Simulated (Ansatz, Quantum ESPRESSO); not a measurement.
# Screening and band shifts of honeycomb PN, 1 layer, part 2 of 6

Wanted: polarisability and gap of honeycomb PN, 1 layer against a perpendicular field.

Quantum ESPRESSO 7.5; plane-wave DFT, PBE, GBRV ultrasoft pseudopotentials; geometry and cross-check by Ansatz 0.2.0 with PAW datasets.

So far: Starting point; Relaxation with Ansatz.

### 3. Ground state: no field

The zero-field run is the reference. tefield and dipfield are on already, so that all runs share k-points and boundary.

Level of this step: plane-wave DFT, PBE, GBRV ultrasoft pseudopotentials (Quantum ESPRESSO 7.5).

Contents of f0.in:

```
&control
  prefix = 'f0'
  outdir = './out'
  pseudo_dir = './pseudo'
  calculation = 'scf'
  tprnfor = .true.
  tefield = .true.
  dipfield = .true.
/
&system
  ibrav = 0
  nat = 2
  ntyp = 2
  ecutwfc = 40
  ecutrho = 200
  occupations = 'smearing'
  smearing = 'fd'
  degauss = 0.004
  edir = 3
  emaxpos = 0.97
  eopreg = 0.04
  eamp = 0.0
/
&electrons
  conv_thr = 1e-09
  mixing_beta = 0.4
  electron_maxstep = 120
  mixing_mode = 'plain'
/
ATOMIC_SPECIES
  N   14.0070  n_pbe_v1.2.uspp.F.UPF
  P   30.9738  p_pbe_v1.5.uspp.F.UPF
CELL_PARAMETERS angstrom
  2.72801635451678 -0.00000000000000 -0.00000000000000
  -1.36400817725839 2.36253146495095 -0.00000000000000
  -0.00000000000000 -0.00000000000000 17.86000000000000
ATOMIC_POSITIONS crystal
  N   0.666666666667 0.333333333333 0.475724596647
  P   0.333333333333 0.666666666667 0.524275403353
K_POINTS automatic
  12 12 1 0 0 0
```

Command:

```
$ OMP_NUM_THREADS=1 mpirun -n 2 pw.x -nk 2 -in f0.in > f0.out
```

Output:

```text
Program PWSCF v.7.5 starts
[citation notice left out]

     Parallel version (MPI & OpenMP), running on       2 processor cores
     Number of MPI processes:                 2
     Threads/MPI process:                     1

     MPI processes distributed on     1 nodes
[...]
Current dimensions of program PWSCF are:
     Max number of different atomic species (ntypx) = 10
     Max number of k-points (npk) =  40000
     Max angular momentum in pseudopotentials (lmaxx) =  4
     Presently no symmetry can be used with electric field

     K-points division:     npool     =       2
     Subspace diagonalization in iterative solution of the eigenvalue problem:
     a serial algorithm will be used

     G-vector sticks info
     --------------------
     sticks:   dense  smooth     PW     G-vecs:    dense   smooth      PW
     Sum         367     295    109                37153    26601    5637

     Using Slab Decomposition

     bravais-lattice index     =            0
     lattice parameter (alat)  =       5.1552  a.u.
     unit-cell volume          =     776.7882 (a.u.)^3
     number of atoms/cell      =            2
     number of atomic types    =            2
     number of electrons       =        10.00
     number of Kohn-Sham states=            9
     kinetic-energy cutoff     =      40.0000  Ry
     charge density cutoff     =     200.0000  Ry
     scf convergence threshold =      1.0E-09
     mixing beta               =       0.4000
     number of iterations used =            8  plain     mixing
     Exchange-correlation=  SLA  PW   PBX  PBC
                           (   1   4   3   4   0   0   0)

     celldm(1)=   5.155204  celldm(2)=   0.000000  celldm(3)=   0.000000
     celldm(4)=   0.000000  celldm(5)=   0.000000  celldm(6)=   0.000000

     crystal axes: (cart. coord. in units of alat)
               a(1) = (   1.000000  -0.000000  -0.000000 )
               a(2) = (  -0.500000   0.866025  -0.000000 )
               a(3) = (  -0.000000  -0.000000   6.546882 )

     reciprocal axes: (cart. coord. in units 2 pi/alat)
               b(1) = (  1.000000  0.577350  0.000000 )
               b(2) = (  0.000000  1.154701  0.000000 )
               b(3) = (  0.000000  0.000000  0.152744 )

     PseudoPot. # 1 for N  read from file:
     ./pseudo/n_pbe_v1.2.uspp.F.UPF
     Pseudo is Ultrasoft + core correction, Zval =  5.0
     Generated by new atomic code, or converted to UPF format
     Using radial grid of  729 points,  4 beta functions with:
                l(1) =   0
                l(2) =   0
                l(3) =   1
                l(4) =   1
     Q(r) pseudized with  8 coefficients,  rinner =    0.900   0.900   0.900

     PseudoPot. # 2 for P  read from file:
     ./pseudo/p_pbe_v1.5.uspp.F.UPF
     Pseudo is Ultrasoft + core correction, Zval =  5.0
     Generated by new atomic code, or converted to UPF format
     Using radial grid of  903 points,  6 beta functions with:
                l(1) =   0
                l(2) =   0
                l(3) =   1
                l(4) =   1
                l(5) =   2
                l(6) =   2
     Q(r) pseudized with  8 coefficients,  rinner =    1.300   1.300   1.300
                                                       1.300   1.300

     atomic species   valence    mass     pseudopotential
     N                 5.00    14.00700     N ( 1.00)
     P                 5.00    30.97380     P ( 1.00)

     No symmetry found

   Cartesian axes

     site n.     atom                  positions (alat units)
         1        N      tau(   1) = (   0.5000000   0.2886751   3.1145126  )
         2        P      tau(   2) = (  -0.0000000   0.5773503   3.4323690  )

     number of k points=    74  Fermi-Dirac smearing, width (Ry)=  0.0040
                       cart. coord. in units 2pi/alat
        k(    1) = (   0.0000000   0.0000000   0.0000000), wk =   0.0138889
        k(    2) = (   0.0000000   0.0962250   0.0000000), wk =   0.0277778
        k(    3) = (   0.0000000   0.1924501   0.0000000), wk =   0.0277778
        k(    4) = (   0.0000000   0.2886751   0.0000000), wk =   0.0277778
        k(    5) = (   0.0000000   0.3849002   0.0000000), wk =   0.0277778
        k(    6) = (   0.0000000   0.4811252   0.0000000), wk =   0.0277778
        k(    7) = (   0.0000000  -0.5773503   0.0000000), wk =   0.0138889
        k(    8) = (   0.0833333   0.0481125   0.0000000), wk =   0.0277778
        k(    9) = (   0.0833333   0.1443376   0.0000000), wk =   0.0277778
        k(   10) = (   0.0833333   0.2405626   0.0000000), wk =   0.0277778
[...]
k(   74) = (  -0.5000000  -0.8660254   0.0000000), wk =   0.0138889

     Dense  grid:    37153 G-vectors     FFT dimensions: (  24,  24, 160)

     Smooth grid:    26601 G-vectors     FFT dimensions: (  24,  24, 135)

     Estimated max dynamical RAM per process >      97.02 MB

     Estimated total dynamical RAM >     184.98 MB

     Initial potential from superposition of free atoms

     starting charge       9.9998, renormalised to      10.0000

     negative rho (up, down):  6.424E-05 0.000E+00

     Adding external electric field

     Computed dipole along edir(3) :
        Dipole                0.0001 Ry au,          0.0003 Debye
        Dipole field          0.0000 Ry au,

        Potential amp.       -0.0001 Ry
        Total length         32.4005 bohr

     Starting wfcs are    8 randomized atomic wfcs +    1 random wfcs

     total cpu time spent up to now is        1.1 secs

     per-process dynamical memory:    41.0 Mb

     Self-consistent Calculation

     iteration #  1     ecut=    40.00 Ry     beta= 0.40
     Davidson diagonalization with overlap
     ethr =  1.00E-02,  avg # of iterations =  5.6

     negative rho (up, down):  8.826E-05 0.000E+00

     Adding external electric field

     Computed dipole along edir(3) :
        Dipole                0.3666 Ry au,          0.9318 Debye
        Dipole field          0.0059 Ry au,

        Potential amp.       -0.3843 Ry
        Total length         32.4005 bohr

     total cpu time spent up to now is        3.7 secs

     total energy              =     -35.47341354 Ry
     estimated scf accuracy    <       0.44577245 Ry

     iteration #  2     ecut=    40.00 Ry     beta= 0.40
[...]
negative rho (up, down):  1.298E-04 0.000E+00

[...]
Dipole               -0.0140 Ry au,         -0.0356 Debye
[...]
total energy              =     -35.52916616 Ry
     estimated scf accuracy    <       0.49273507 Ry

     iteration #  3     ecut=    40.00 Ry     beta= 0.40
[...]
negative rho (up, down):  1.584E-04 0.000E+00

[...]
Dipole                0.0348 Ry au,          0.0884 Debye
[...]
total energy              =     -35.61369215 Ry
     estimated scf accuracy    <       0.01714972 Ry

     iteration #  4     ecut=    40.00 Ry     beta= 0.40
[...]
negative rho (up, down):  1.868E-04 0.000E+00

[...]
Dipole                0.0600 Ry au,          0.1526 Debye
[...]
total energy              =     -35.61472594 Ry
     estimated scf accuracy    <       0.00250770 Ry

     iteration #  5     ecut=    40.00 Ry     beta= 0.40
[...]
negative rho (up, down):  1.994E-04 0.000E+00

[...]
Dipole                0.0506 Ry au,          0.1286 Debye
[...]
total energy              =     -35.61496646 Ry
     estimated scf accuracy    <       0.00034568 Ry

     iteration #  6     ecut=    40.00 Ry     beta= 0.40
[...]
negative rho (up, down):  2.073E-04 0.000E+00

[...]
Dipole                0.0500 Ry au,          0.1271 Debye
[...]
total energy              =     -35.61504995 Ry
     estimated scf accuracy    <       0.00001102 Ry

     iteration #  7     ecut=    40.00 Ry     beta= 0.40
[...]
negative rho (up, down):  2.114E-04 0.000E+00

[...]
Dipole                0.0510 Ry au,          0.1296 Debye
[...]
total energy              =     -35.61509373 Ry
     estimated scf accuracy    <       0.00000653 Ry

     iteration #  8     ecut=    40.00 Ry     beta= 0.40
[...]
negative rho (up, down):  2.140E-04 0.000E+00

[...]
Dipole                0.0511 Ry au,          0.1298 Debye
[...]
total energy              =     -35.61509458 Ry
     estimated scf accuracy    <       0.00000015 Ry

     iteration #  9     ecut=    40.00 Ry     beta= 0.40
[...]
negative rho (up, down):  2.155E-04 0.000E+00

[...]
Dipole                0.0511 Ry au,          0.1300 Debye
[...]
total energy              =     -35.61509498 Ry
     estimated scf accuracy    <          6.3E-09 Ry

     iteration # 10     ecut=    40.00 Ry     beta= 0.40
[...]
negative rho (up, down):  2.165E-04 0.000E+00

[...]
Dipole                0.0511 Ry au,          0.1300 Debye
[...]
total energy              =     -35.61509498 Ry
     estimated scf accuracy    <          1.6E-09 Ry

     iteration # 11     ecut=    40.00 Ry     beta= 0.40
[...]
negative rho (up, down):  2.179E-04 0.000E+00

[...]
Dipole                0.0511 Ry au,          0.1299 Debye
[...]
End of self-consistent calculation

          k = 0.0000 0.0000 0.0000 (  3319 PWs)   bands (ev):

   -23.5702 -11.8407  -6.3659  -6.3659  -4.7499   0.6945   2.2741   2.7715
     2.7715

          k = 0.0000 0.0962 0.0000 (  3299 PWs)   bands (ev):

   -23.4281 -11.7163  -7.1553  -6.5528  -4.5907   1.1179   2.2450   2.5894
     3.0128

          k = 0.0000 0.1925 0.0000 (  3289 PWs)   bands (ev):

   -23.0085 -11.4042  -8.7778  -7.0119  -4.3217   0.8266   2.2903   3.2808
     3.5252

          k = 0.0000 0.2887 0.0000 (  3313 PWs)   bands (ev):

   -22.3351 -11.6054  -9.8753  -7.5498  -4.0822  -0.3795   2.7380   3.8996
     4.0196

          k = 0.0000 0.3849 0.0000 (  3337 PWs)   bands (ev):

   -21.4688 -13.1715  -9.3083  -8.0156  -4.1156  -1.4619   2.4651   3.9844
     4.9906

          k = 0.0000 0.4811 0.0000 (  3343 PWs)   bands (ev):

   -20.5802 -14.6697  -8.3469  -8.3227  -4.7092  -2.0415   2.1695   3.9316
     5.9225

[...]
the Fermi energy is    -3.0372 ev

!    total energy              =     -35.61509499 Ry
     estimated scf accuracy    <          1.4E-10 Ry
     smearing contrib. (-TS)   =      -0.00000000 Ry
     internal energy E=F+TS    =     -35.61509499 Ry

     The total energy is F=E-TS. E is the sum of the following terms:
     one-electron contribution =    -229.55917660 Ry
     hartree contribution      =     116.31013787 Ry
     xc contribution           =     -11.32845774 Ry
     ewald contribution        =      88.96235923 Ry
     electric field correction =       0.00004226 Ry

     convergence has been achieved in  11 iterations

     negative rho (up, down):  2.179E-04 0.000E+00

     Forces acting on atoms (cartesian axes, Ry/au):

     atom    1 type  1   force =     0.00000001   -0.00000001    0.00062252
     atom    2 type  2   force =    -0.00000001    0.00000001   -0.00062252

     Total force =     0.000880     Total SCF correction =     0.000043

[...]
=------------------------------------------------------------------------------=
   JOB DONE.
=------------------------------------------------------------------------------=
[key lines of the parts left out:]
Dipole field          0.0008 Ry au,
```

The job ended after 27 s (2 MPI ranks of Arm Neoverse V1, shared host; peak memory 0.18 GiB; 54 s of CPU time).

Numbers from this step:

```
free energy                          : -484.5681 eV
Fermi energy                         : -3.037 eV
dipole along the normal              : 0.02704 e·Å
valence top, on the run's zero       : -3.987 eV
conduction bottom, on the run's zero : -2.176 eV
gap by band count                    : 1.811 eV
```

The run needed 11 iterations to bring the estimated error under 1e-09 Ry; the largest force on any atom, held or free, is 0.02 eV/Å.

### 4. Potential by pp.x

The vacuum level is read from the electrostatic potential (plot_num = 11), averaged over planes.

Contents of f0.pot.in:

```
&inputpp
  prefix = 'f0'
  outdir = './out'
  filplot = 'f0.pot.dat'
  plot_num = 11
/
```

Command:

```
$ OMP_NUM_THREADS=1 mpirun -n 2 pp.x -in f0.pot.in > f0.pot.out
```

Wall time 0.9 s (2 MPI ranks); peak memory 0.09 GiB; 1.7 s of CPU time.

This step gave:

| Quantity | Value |
| --- | --- |
| slope of the potential above | 3.34e-5 eV/Å |
| upper vacuum line continued to the top atoms, over the valence top | 6.651 eV |
| slope of the potential below | 3.63e-6 eV/Å |
| lower vacuum line continued to the bottom atoms, over the valence top | 7.411 eV |
| vacuum level at the upper face over the valence top of the mesh | 6.651 eV |
| vacuum level at the lower face over the valence top of the mesh | 7.411 eV |

The vacuum is flat to 0.1 meV/Å, so its level is well defined. Inside the slab the curve depends on the local part of the pseudopotentials; only the vacuum level has a meaning of its own.

(Part 2 of 6 ends here.)

[Logs are printed without paths, hosts, clocks, repeated set-up lines and the standing remarks that a program may print on its own settings, such as how far it seeks lower states.]

[Hosts, paths, dates, database ids (printed as entryN), source tags and the programs' standing remarks are cut or masked in the printed files.]

[Maps of the electrostatic potential energy from Ansatz leave out the sawtooth potential of an applied field or a dipole correction, so their vacuum need not be flat; planar profiles and work functions include it.]
